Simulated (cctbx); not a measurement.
## Interatomic vectors of CeGdGe4Pt4

Space group Pm (no. 6), a = 4.3650 Å, b = 4.3010 Å, c = 10.1390 Å, α = 90.00°, β = 90.20°, γ = 90.00°, content Pt4 Gd1 Ce1 Ge4.

Simulated single-crystal data (cctbx): Mo Kα, λ = 0.71073 Å, to d = 0.75 Å, 70 % of the full sphere, strongest reflection 5000 counts, noise from counting, a 1.5 % proportional error and a noise floor of 4 counts (s.d.); no absorption.

Patterson synthesis, origin scaled to 1000:

```text
Patterson group P 1 2/m 1
      u       v       w   height  length (A)
  0.000   0.000   0.000   1000.0     0.00
  0.500   0.500   0.500    592.6     5.92
  0.500   0.500   0.000    386.5     3.06
  0.483   0.000   0.372    363.7     4.32
  0.006   0.500   0.376    356.6     4.37
 -0.002   0.500   0.249    321.3     3.32
  0.517   0.000   0.250    314.2     3.31
  0.494   0.500   0.123    303.7     3.29
  0.001   0.000   0.377    298.6     3.82
  0.010   0.500   0.130    234.3     2.52
  0.498   0.000   0.129    233.0     2.54
  0.000   0.000   0.500    226.7     5.07
  0.504   0.500   0.251    183.7     3.98
 -0.007   0.000   0.244     86.6     2.47
```

Q: Assign the vectors.

A peak at u stands for all pairs with xi − xj = u, with weight Σ ZiZj against Σ Z² = 35892 at the origin. Peak heights follow these weights only roughly, since form factors, motion and series ripples differ, all vectors within 0.55 Å of a peak are counted as merged into it though the farther ones add only part of their weight, and F(000) is left out, which lowers the whole map:

| u | v | w | shortest length (Å) | height | 1000 ΣZiZj/ΣZ² | pairs in the cell |
| --- | --- | --- | --- | --- | --- | --- |
| 0.500 | 0.500 | 0.500 | 5.92 | 593 | 763 | 8 × Pt–Ge, 2 × Gd–Ce |
| 0.500 | 0.500 | 0.000 | 3.06 | 386 | 396 | 2 × Pt–Pt, 2 × Ge–Ge |
| 0.483 | 0.000 | 0.372 | 4.31 | 364 | 396 | 2 × Pt–Pt, 2 × Ge–Ge |
| 0.006 | 0.500 | 0.376 | 4.38 | 357 | 396 | 2 × Pt–Pt, 2 × Ge–Ge |
| -0.002 | 0.500 | 0.249 | 3.32 | 321 | 374 | 1 × Pt–Gd, 1 × Pt–Ce, 1 × Gd–Ge, 1 × Ce–Ge |
| 0.517 | 0.000 | 0.250 | 3.30 | 314 | 374 | 1 × Pt–Gd, 1 × Pt–Ce, 1 × Gd–Ge, 1 × Ce–Ge |
| 0.494 | 0.500 | 0.123 | 3.29 | 304 | 374 | 1 × Pt–Gd, 1 × Pt–Ce, 1 × Gd–Ge, 1 × Ce–Ge |
| 0.001 | 0.000 | 0.377 | 3.82 | 299 | 374 | 1 × Pt–Gd, 1 × Pt–Ce, 1 × Gd–Ge, 1 × Ce–Ge |
| 0.010 | 0.500 | 0.130 | 2.52 | 234 | 278 | 4 × Pt–Ge |
| 0.498 | 0.000 | 0.129 | 2.53 | 233 | 278 | 4 × Pt–Ge |

The table stops at ten peaks or at a height of 45, below which ripples compete. In the model behind the data Pt, the heaviest element, has 4 independent sites: (0.2524, 1/2, 0.9933), (0.7768, 0, 0.9975), (0.2349, 0, 0.3758) and (0.7406, 1/2, 0.6270), up to an allowed shift of origin; the Pt–Pt vectors are differences of these positions and their symmetry mates. The whole model:

```
atom  mult.       x    y       z  Ueq (Å²)
 Pt1      1  0.2524  1/2  0.9933    0.0166
 Pt2      1  0.7768    0  0.9975    0.0156
 Pt3      1  0.2349    0  0.3758    0.0158
 Pt4      1  0.7406  1/2  0.6270    0.0193
 Gd1      1  0.2439    0  0.7540    0.0185
 Ce1      1  0.7692  1/2  0.2536    0.0291
 Ge1      1  0.2751    0  0.1313    0.0345
 Ge2      1  0.7663  1/2  0.8647    0.0203
 Ge3      1  0.2410  1/2  0.5032    0.0229
 Ge4      1  0.7363    0  0.5045    0.0208
```

This is a model crystal, built by substitution and not relaxed, with assumed displacement parameters.

[Logs are printed without paths, hosts, clocks, repeated set-up lines and the standing remarks that a program may print on its own settings, such as how far it seeks lower states.]
